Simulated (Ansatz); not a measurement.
# Lattice dynamics of In3Sb (model cell, started as BiF3 type), part 2 of 2

How does In3Sb (model cell, started as BiF3 type) vibrate, and is this structure a minimum?

Ansatz 0.2.0; DFT PBEsol, scalar-relativistic, plane waves, PAW.

So far. Step 4 (Relaxing to small forces for the phonons): The forces vanish by symmetry and the pressure is -0.007 GPa, within the tolerances set. The cell now holds 26.09 Å³/atom. The relaxed cell has a = 7.473 Å (conventional setting).

The structure was built from a prototype and need not be the compound's stable phase.

**5. Zone-centre response**

The zone centre comes first: it holds the modes that light can see, as far as symmetry allows. No field response is asked, since the mesh shows no gap.

File input.yaml:

```yaml
crystal:
  lattice:
    - [0.0, 3.7366996105, 3.7366996105]
    - [3.7366996105, 0.0, 3.7366996105]
    - [3.7366996105, 3.7366996105, 0.0]
  atoms:
    - { symbol: Sb, position: [0.0, 0.0, 0.0] }
    - { symbol: In, position: [0.25, 0.25, 0.25] }
    - { symbol: In, position: [0.75, 0.75, 0.75] }
    - { symbol: In, position: [0.5, 0.5, 0.5] }
kpoints:
  mp_grid: { grid: [8, 8, 8] }
hamiltonian:
  xc: pbesol
scf:
  occupations: { method: methfessel_paxton, width: 0.15 }
output:
  eigenvalues: true
phonons:
  method: dfpt
```

The run is started by

```bash
> ansatz run input.yaml --threads 4 --pin off --max-ram 7168MiB --backend cpu --events-out ev --progress --plain --runs-dir out
```

Numbers of over 12 decimals in the logs are rounded to 6 here.

The program printed:

```text
zone centre: on kpoints.mp_grid the ground state, and the responses unless they are solved on pairs of k-points, stand on 59 of the mesh's 512 k-points, reduced under 8 symmetry operations, with k and −k counted as one. Each operation leaves every solved displacement unchanged or reverses it
[...]
Crystal: 4 atoms, lattice volume = 104.351 Å³
Basis set: ecut = 420 eV, 2085 PW (Γ), exchange–correlation on 72×72×72 points (8 copies of the dense FFT grid, shifted against one another)
Bands: 33, of which v1, the nominal top of the filled ones, is band 27 counted from 1 (26 counted from 0)
Symmetry: 48 space group operations
k-points: 59 of 512 (irreducible under 8 space group operations, time reversal used)
[...]
SCF iter   1: F=—  HF=-22984.212725 eV  |F-HF|=—  |Δ(HF+E_count)|=         —  Δρ=2.95e-3  dr2=8.89e-3  ethr=1.77e-3  ⟨swp⟩=9.5  Hψ=19722  notcnv=0  defer=75
automatic band count: the SCF goes on with 39 bands, as 33 were too few: they end inside the smearing window of the response
[...]
SCF iter   2: F=—  HF=-22984.204541 eV  |F-HF|=—  |Δ(HF+E_count)|=   8.18e-3  S|Δr|=    0.00e0  Δρ=1.70e-3  dr2=3.23e-3  ethr=1.65e-5  ⟨swp⟩=2.2  Hψ=3872  notcnv=0  defer=75
[...]
SCF iter  10: F=-22984.203275 eV  HF=-22984.203275 eV  |F-HF|=7.28e-12  |Δ(HF+E_count)|=  1.46e-11  S|Δr|=    0.00e0  Δρ=2.01e-8  dr2=4.16e-13  ethr=1.00e-12  ⟨swp⟩=5.2  Hψ=8622  notcnv=0
SCF 1 converged in 10 iterations: F = -22984.203275 eV  dr2 = 4.16e-13
[...]
DFPT response loops at Γ: preconditioner auto → Kerker (q_TF=auto, 2.445 Å⁻¹) (partly filled bands, converged f_vac=0.000); β = 1.00, the filter's whole step (`scf.mixing.beta` (0.50) is not read by the response loops under this deck's `scf.mixing.preconditioner`; to damp them name `kerker` or `kerker_dos`, under which they read `scf.mixing.beta`, and type it under 1.00, their step now; both keys bind the ground state too); Broyden in place of MSR1
SCF converged after 10 iterations
[...]
Free energy (F): -22984.203275 eV
[...]
Internal energy: -22984.200870 eV  (E = F + TS)
E sigma→0 (E₀):  -22984.202674 eV
Entropy (-TS):   -0.002404 eV (-0.601 meV/atom)
Fermi energy:    10.679058 eV
[...]
--- Band table (eV; the first three rows and the last of 59) ---
  k-point 0: bands = [... 23 lower, 8.8904, 8.8904, 8.8904, 10.3348, 10.3348, 10.3348, 10.7615, 11.4107, ... 8 higher]
  k-point 1: bands = [... 23 lower, 8.6993, 8.6993, 8.9377, 9.6771, 10.4904, 10.4904, 11.3829, 11.3829, ... 8 higher]
  k-point 2: bands = [... 23 lower, 8.4296, 8.4296, 8.7544, 9.7417, 10.1655, 10.1655, 12.0985, 12.0985, ... 8 higher]
  k-point 58: bands = [... 23 lower, 4.4385, 9.2082, 9.5452, 9.9838, 9.9838, 13.7403, 13.7403, 15.2043, ... 8 higher]
--- Phonons (Γ-DFPT): 3 representative perturbations + reference, on 59 of 512 k-points (Σ response iterations 9) ---
  k mesh reduced under 8 symmetry operations, with k and −k counted as one. Each operation leaves every solved displacement unchanged or reverses it
  ASR residual: 5.575e-5 → 0.000e0 eV/Å²; symmetrization residual: 4.055e-5 eV/Å²
  ASR residual per site (eV/Å²): 9.87e-6 8.20e-6 8.20e-6 5.58e-5
  Γ frequencies (cm⁻¹): 0.00 0.00 0.00 57.04 57.04 57.04 62.75 62.75 62.75 86.92 86.92 86.92
  non-analytic LO–TO correction: not included (Born effective charges unavailable; polar crystals: no LO–TO splitting at Γ)
```

The job ended after 23 s (4 threads of Arm Neoverse V2, shared host; peak memory 1.1 GiB).

Numbers from this step:

```yaml
sum_rule_residual_before_enforcement: 5.58e-5 eV/Å²
point_group: m-3m
highest_optical_mode_at_the_zone_centre_no_lo_to_term: 86.92 cm⁻¹
lowest_optical_zone_centre_mode: 57.04 cm⁻¹
```

Patterns of degenerate modes are one choice out of their space. Modes at Γ, with each element's share of the kinetic energy:

| mode | frequency (cm⁻¹) | symmetry | Sb % | In % |
| --- | --- | --- | --- | --- |
| 1 | 0.0 | acoustic | 26 | 74 |
| 2 | 0.0 | acoustic | 26 | 74 |
| 3 | 0.0 | acoustic | 26 | 74 |
| 4 | 57.0 | T1u | 41 | 59 |
| 5 | 57.0 | T1u | 41 | 59 |
| 6 | 57.0 | T1u | 41 | 59 |
| 7 | 62.8 | T2g | 0 | 100 |
| 8 | 62.8 | T2g | 0 | 100 |
| 9 | 62.8 | T2g | 0 | 100 |
| 10 | 86.9 | T1u | 33 | 67 |
| 11 | 86.9 | T1u | 33 | 67 |
| 12 | 86.9 | T1u | 33 | 67 |

Displacements in mode 6 (57.0 cm⁻¹), the largest set to 1:
```
Sb1  0.09 -0.81  0.43
In2  0.01 -0.07  0.04
In3  0.01 -0.07  0.04
In4 -0.11  1.00 -0.53
```

Displacements in mode 8 (62.8 cm⁻¹), the largest set to 1:
```
Sb1  0.00  0.00  0.00
In2  0.01  1.00 -0.77
In3 -0.01 -1.00  0.77
In4  0.00  0.00  0.00
```

Before it was imposed, the acoustic sum rule was missed by 5.6e-5 eV/Å². Small misses are needed for a sound result but don't prove that mesh and cutoff are converged. The lowest optical mode is real, 57.0 cm⁻¹.

**6. Phonons on a q mesh**

Stability and thermal properties need the whole zone. Linear response on a 2×2×2 q mesh gives force constants as far as a supercell of that size would.

input.yaml, as its differences from that of step 5:

```diff
@@ -20 +20,8 @@
   method: dfpt
+  qmesh: [2, 2, 2]
+  temperatures: { t_max: 1000, t_step: 50 }
+  qpath:
+    path:
+      - [[0.0, 0.0, 0.0], [0.5, 0.0, 0.5], [0.625, 0.25, 0.625]]
+      - [[0.375, 0.375, 0.75], [0.0, 0.0, 0.0], [0.5, 0.5, 0.5], [0.5, 0.25, 0.75], [0.5, 0.0, 0.5]]
+    npoints: 10
```

The program printed:

```text
Warning: phonons: the dynamical matrix that this run interpolates holds no multipole term above the dipole-dipole one, and a site of this crystal is no centre of inversion, so its interpolated transverse optical and acoustic branches and sound speeds can stay off near Gamma, and the density of states and the thermodynamics with them. What a run solves at a wave vector of phonons.qpoints, Gamma apart, where the deck admits one, is free of this, and under fd what a larger phonons.supercell samples
[...]
Crystal: 4 atoms, lattice volume = 104.351 Å³
Basis set: ecut = 420 eV, 2085 PW (Γ), exchange–correlation on 72×72×72 points (8 copies of the dense FFT grid, shifted against one another)
Bands: 33, of which v1, the nominal top of the filled ones, is band 27 counted from 1 (26 counted from 0)
Symmetry: 48 space group operations
k-points: 29 of 512
[...]
SCF iter   1: F=—  HF=-22984.212715 eV  |F-HF|=—  |Δ(HF+E_count)|=         —  Δρ=2.93e-3  dr2=8.81e-3  ethr=1.77e-3  ⟨swp⟩=9.8  Hψ=9744  notcnv=0  defer=38
[...]
SCF iter  10: F=-22984.203275 eV  HF=-22984.203275 eV  |F-HF|=0.00e0  |Δ(HF+E_count)|=  4.00e-11  S|Δr|=    0.00e0  Δρ=2.43e-8  dr2=6.18e-13  ethr=1.00e-12  ⟨swp⟩=5.3  Hψ=4277  notcnv=0
SCF 1 converged in 10 iterations: F = -22984.203275 eV  dr2 = 6.18e-13
[...]
SCF iter   6: F=-22984.203275 eV  HF=-22984.203275 eV  |F-HF|=1.09e-11  |Δ(HF+E_count)|=  7.28e-12  S|Δr|=    0.00e0  Δρ=1.15e-7  dr2=7.44e-12  ethr=1.00e-12  ⟨swp⟩=1.2  Hψ=2077  notcnv=0
SCF 2 converged in 6 iterations: F = -22984.203275 eV  dr2 = 7.44e-12
phonons: the bands overlap, so this run is a metal and interpolates without the dipole-dipole term. If the crystal is really an insulator or semiconductor, its LO-TO splitting is missing
NSCF: frozen V_eff on 29 k-points
WARN: eigensolver did not converge in 2 slots of this pass, the one above among them; of largest residual over every band (k=0): 1 band(s) unlocked (lowest unlocked band 38, counted from 0; max residual 1.03e-5 eV among the unlocked bands, 1.03e-5 eV over every band); of lowest unlocked band (k=0): band 38
[...]
DFPT response loops at q = (0, 0, 0) (fractional): preconditioner auto → Kerker (q_TF=auto, 2.445 Å⁻¹) (partly filled bands, converged f_vac=0.000); β = 1.00, the filter's whole step (`scf.mixing.beta` (0.50) is not read by the response loops under this deck's `scf.mixing.preconditioner`; to damp them name `kerker` or `kerker_dos`, under which they read `scf.mixing.beta`, and type it under 1.00, their step now; both keys bind the ground state too); Broyden in place of MSR1
[...]
SCF converged after 10 iterations
[...]
Free energy (F): -22984.203275 eV
[...]
Internal energy: -22984.200870 eV  (E = F + TS)
E sigma→0 (E₀):  -22984.202674 eV
Entropy (-TS):   -0.002404 eV (-0.601 meV/atom)
Fermi energy:    10.679058 eV
[...]
--- Band table (eV; the first three rows and the last of 29) ---
  k-point 0: bands = [... 23 lower, 8.8904, 8.8904, 8.8904, 10.3348, 10.3348, 10.3348, 10.7615, 11.4107, ... 8 higher]
  k-point 1: bands = [... 23 lower, 8.6993, 8.6993, 8.9377, 9.6771, 10.4904, 10.4904, 11.3829, 11.3829, ... 8 higher]
  k-point 2: bands = [... 23 lower, 8.4296, 8.4296, 8.7544, 9.7417, 10.1655, 10.1655, 12.0985, 12.0985, ... 8 higher]
  k-point 28: bands = [... 23 lower, 4.4385, 9.2082, 9.5452, 9.9838, 9.9838, 13.7403, 13.7403, 15.2043, ... 8 higher]
--- Phonons (Γ-DFPT): 3 representative perturbations + reference (Σ response iterations 9) ---
  ASR residual: 5.367e-5 → 0.000e0 eV/Å²; symmetrization residual: 3.998e-5 eV/Å²
  ASR residual per site (eV/Å²): 6.67e-6 6.41e-6 6.41e-6 5.37e-5
[...]
--- Phonons (arbitrary-q DFPT): 3 irreducible q on the 2×2×2 mesh ---
  q = [0.0000, 0.0000, 0.0000] (star 1, of the zone-centre solve; hermiticity 4.66e-5, symmetrization 9.12e-12): -0.00 -0.00 0.00 57.04 57.04 57.04 62.75 62.75 62.75 86.92 86.92 86.92
  q = [0.0000, 0.0000, -0.5000] (star 4, 3 solved perturbations on 150 of 512 k-point pairs; hermiticity 2.06e-5, symmetrization 5.41e-6): -33.56 20.32 20.32 34.34 34.34 41.42 76.56 86.18 86.18 92.41 92.97 92.97
  q = [0.0000, -0.5000, -0.5000] (star 3, 6 solved perturbations in 462 linear systems a pass and spin channel, the states on 95 of 512 k-point pairs; hermiticity 9.75e-5, symmetrization 4.35e-8): -23.13 -20.63 -20.63 46.94 46.94 55.01 61.90 61.90 68.43 80.53 108.47 108.47
  sum rule: each row above includes the acoustic sum rule's correction from the zone centre's row sums; it moved no ω² by more than (0.36 cm⁻¹)²
  mesh force constants: q→R imaginary residual 4.05e-17; ASR residual 5.367e-5 → 0.000e0 eV/Å²; symmetrization residual 1.332e-15 eV/Å²
  interpolated dispersion: 62 rows × 12 modes
  density of states and harmonic sums: on the 14×14×14 q-mesh, interpolated from the force constants of a 2×2×2 supercell (no non-analytic term)
  largest difference from the sums on the solved wave vectors: F 9.78e-2 eV, S 1.09e-4 and C_V 1.20e-5 eV/K
  zero-point energy: 0.040268 eV/cell   skipped modes (ω ≤ 0): 183, of them read as no rigid motion or as one in doubt: 180 (1.874e0 modes/cell left out, lowest -33.56 cm⁻¹)   left out of the sums: 1.56e-1 of the cell's modes: C_V's classical limit lies that fraction below 3 k_B per atom; for a crystal, a wire or a layer, F and S can be off by more, and a phonons.interpolated_qmesh denser along its periods is the remedy for the sampling
```

Elapsed: 1.8 min, on 4 threads; peak memory 1.7 GiB.

This step gave:

```yaml
sum_rule_residual_before_enforcement: 5.37e-5 eV/Å²
lowest_frequency_on_the_path: -33.56 cm⁻¹
highest_frequency_on_the_path_or_at_a_solved_wavevector: 108.5 cm⁻¹
lowest_mode_on_the_q_mesh_acoustic_modes_at_gamma_apart: -33.56 cm⁻¹
```

Frequencies (cm⁻¹) solved at each irreducible wavevector; negative means imaginary. Frequencies by wavevector, by row:

```
q in reciprocal lattice units  star  mode 1  mode 2  mode 3  mode 4  mode 10  mode 11  mode 12
                        0 0 0     1       0       0       0      57     86.9     86.9     86.9
                     0 0 -0.5     4   -33.6    20.3    20.3    34.3     92.4       93       93
                  0 -0.5 -0.5     3   -23.1   -20.6   -20.6    46.9     80.5    108.5    108.5
```

Interpolated from a 2×2×2 q mesh. Phonon branches along the path, in cm⁻¹:

```
    point  branch 1  branch 2  branch 3  branch 4  branch 9  branch 10  branch 11  branch 12
        Γ         0         0         0        57        63         87         87         87
  halfway        18        18        28        28        79         86         95         95
        X       -23       -21       -21        47        68         80        108        108
  halfway       -21       -20       -17        41        77         84        106        108
        U       -19       -15       -15        35        86         89        101        106
jump to K       -19       -15       -15        35        86         89        101        106
  halfway       -22       -13        14        28        78         92         92         95
        Γ         0         0         0        57        63         87         87         87
  halfway       -16        11        11        43        80         88         89         89
        L       -34        20        20        34        86         92         93         93
  halfway       -29       -16         6        40        84         94         98         99
        W       -11       -11        13        30        95         96         96        101
  halfway       -18       -17       -15        40        82         87        105        106
        X       -23       -21       -21        47        68         80        108        108
```

Tetrahedra on a 14×14×14 mesh, mean over bins of 2 cm-1. Interpolated from a 2×2×2 q mesh. Phonon density of states against wavenumber; read off at these points:

| wavenumber (cm⁻¹) | phonon density of states (1/cm⁻¹/cell) |
| --- | --- |
| -33.0 | 0.0176 |
| -29.0 | 0.0807 |
| -25.0 | 0.0610 |
| -21.0 | 0.0453 |
| -17.0 | 0.0804 |
| -15.0 | 0.0944 |
| -13.0 | 0.075 |
| -9.0 | 0.0450 |
| -7.0 | 0.0371 |
| -3.0 | 0.0361 |
| 1.0 | 0.0392 |
| 5.0 | 0.0534 |
| 9.0 | 0.0482 |
| 13.0 | 0.0541 |
| 17.0 | 0.0533 |
| 21.0 | 0.0213 |
| 25.0 | 0.00986 |
| 29.0 | 0.0336 |
| 33.0 | 0.0647 |
| 37.0 | 0.148 |
| 39.0 | 0.129 |
| 43.0 | 0.173 |
| 47.0 | 0.110 |
| 51.0 | 0.0838 |
| 55.0 | 0.0889 |
| 59.0 | 0.0871 |
| 63.0 | 0.106 |
| 67.0 | 0.0976 |
| 71.0 | 0.149 |
| 75.0 | 0.108 |
| 79.0 | 0.104 |
| 83.0 | 0.109 |
| 85.0 | 0.0958 |
| 89.0 | 0.109 |
| 93.0 | 0.242 |
| 97.0 | 0.193 |
| 101.0 | 0.130 |
| 105.0 | 0.0690 |
| 109.0 | 0.00144 |

The partial phonon density of states has structure finer than the step of the table below, so its rows give means over 5 cm⁻¹, whole bins alone (the curve runs from -43.4 to 122 cm⁻¹). Peaks (cm⁻¹: height): In -14.4: 0.0420, 41.6: 0.114, 71.7: 0.107, 94.5: 0.191; Sb -27.9: 0.0482, -14.4: 0.0445, 17.8: 0.0293, 45.8: 0.0288, 94.5: 0.0277.

Phonopy on the run's constants, 13x13x13 mesh, Gaussian sigma 2.0 cm-1. Interpolated from a 2×2×2 q mesh. Partial phonon density of states against wavenumber; means over each step; values in 1/cm⁻¹/cell:

```csv
wavenumber (cm⁻¹),In,Sb
-40,2.2e-5,9.5e-5
-35,0.00271,0.00882
-30,0.0167,0.0408
-25,0.0197,0.0414
-20,0.0244,0.0350
-15,0.0402,0.0427
-10,0.0300,0.0296
-5,0.0233,0.0179
0,0.0101,0.00925
5,0.0224,0.0174
10,0.0278,0.0230
15,0.0296,0.0283
20,0.0217,0.0237
25,0.0114,0.00660
30,0.0377,0.00366
35,0.0870,0.0129
40,0.112,0.0229
45,0.0988,0.0277
50,0.0684,0.0220
55,0.0736,0.0181
60,0.0907,0.00913
65,0.0927,0.00774
70,0.100,0.0138
75,0.0961,0.0186
80,0.0878,0.0220
85,0.0840,0.0209
90,0.117,0.0206
95,0.181,0.0262
100,0.124,0.0177
105,0.0594,0.00956
110,0.00991,0.00173
115,1.0e-4,1.9e-5
```

Symmetry leaves 3 wavevectors to solve. The lowest mode among them, the acoustic zeros apart, lies at q = (0, 0, -0.5) and is imaginary, 33.6i cm⁻¹, so the energy falls along it.

**7. Isotope substitution, element In, natural mass 114.818 amu**

An isotope changes the mass and not the force constants, so no new electronic calculation is needed; the shifts show which modes move this element.

The same force constants with the mass of In changed from 114.818 to 112.904 u (phonopy, no LO-TO term). Both lists are sorted by frequency; levels can cross, so a row need not hold one and the same mode. Modes under 3 cm⁻¹ are left out. Isotope shifts, by row:

```
          q  rank  natural mass (cm⁻¹)  changed mass (cm⁻¹)
      0 0 0     4                57.04                57.33
      0 0 0     5                57.04                57.33
      0 0 0     6                57.04                57.33
      0 0 0     7                62.75                63.28
      0 0 0     8                62.75                63.28
      0 0 0     9                62.75                63.28
      0 0 0    10                86.92                87.41
      0 0 0    11                86.92                87.41
      0 0 0    12                86.92                87.41
   0 0 -0.5     1               -33.56               -33.61
   0 0 -0.5     2                20.32                 20.4
   0 0 -0.5     3                20.32                 20.4
   0 0 -0.5     4                34.34                34.63
   0 0 -0.5     5                34.34                34.63
   0 0 -0.5     6                41.42                41.77
   0 0 -0.5     7                76.56                77.11
   0 0 -0.5     8                86.18                86.58
   0 0 -0.5     9                86.18                86.58
   0 0 -0.5    10                92.41                93.19
   0 0 -0.5    11                92.97                93.75
   0 0 -0.5    12                92.97                93.75
0 -0.5 -0.5     1               -23.13               -23.15
0 -0.5 -0.5     2               -20.63               -20.73
0 -0.5 -0.5     3               -20.63               -20.73
0 -0.5 -0.5     4                46.94                47.18
0 -0.5 -0.5     5                46.94                47.18
0 -0.5 -0.5     6                55.01                55.47
0 -0.5 -0.5     7                 61.9                62.42
0 -0.5 -0.5     8                 61.9                62.42
0 -0.5 -0.5     9                68.43                68.94
0 -0.5 -0.5    10                80.53                81.21
0 -0.5 -0.5    11                108.5                109.2
0 -0.5 -0.5    12                108.5                109.2
```

A mode of this element alone would shift by +0.84 %. The highest zone-centre frequency without the field goes from 86.9 to 87.4 cm⁻¹ (+0.6 %). The product of the frequency ratios over all optical modes at Γ is 1.059; the product rule, (m/m′)^(3k/2) (M′/M)^(3/2) with k = 3 such atoms and M the mass of the cell, gives 1.059.

**8. Isotope substitution, element Sb, natural mass 121.76 amu**

The same for Sb, from 121.76 to 122.90 u.

A mode of this element alone would shift by -0.47 %. The highest zone-centre frequency without the field goes from 86.9 to 86.8 cm⁻¹ (-0.1 %). The product of the frequency ratios over all optical modes at Γ is 0.990; the product rule, (m/m′)^(3k/2) (M′/M)^(3/2) with k = 1 such atoms and M the mass of the cell, gives 0.990.

**9. Results**

```json
{"space group after relaxation (within 0.01 Å)": "Fm-3m", "volume per atom": "26.1 Å³", "electronic character": "no gap on this mesh", "highest optical mode at the zone centre (no LO-TO term)": "86.9 cm⁻¹", "lowest optical zone-centre mode": "57.0 cm⁻¹", "lowest mode on the q mesh (acoustic modes at Γ apart)": "-33.6 cm⁻¹", "highest frequency on the path or at a solved wavevector": "108 cm⁻¹", "imaginary modes on the 2×2×2 q mesh": "yes"}
```

Modes are clearly imaginary (beyond 10i cm⁻¹) at 2 of the 3 irreducible wavevectors, most at q = (0, 0, -0.5) (33.6i cm⁻¹), so this structure is not a minimum of the energy. The optical modes at Γ span 57 to 87 cm⁻¹. The highest mode in this list at Γ, 86.9 cm⁻¹, has its largest share on In (67 % of the kinetic energy). With no gap, or one that is small against the smearing, the frequencies hang on the k mesh and the smearing, most of all near Kohn anomalies. Spin-orbit coupling is left out, which can matter for the heavy elements here. A phonon run warned that its eigensolver left some bands unconverged in a pass. The starting cell was built on a prototype and not taken from a measurement, so the phase need not exist. These are harmonic frequencies at zero temperature: anharmonic shifts, linewidths and thermal expansion are left out.

[Logs are printed without paths, hosts, clocks, repeated set-up lines and the standing remarks that a program may print on its own settings, such as how far it seeks lower states.]

[Hosts, paths, dates, database ids (printed as entryN), source tags and the programs' standing remarks are cut or masked in the printed files.]
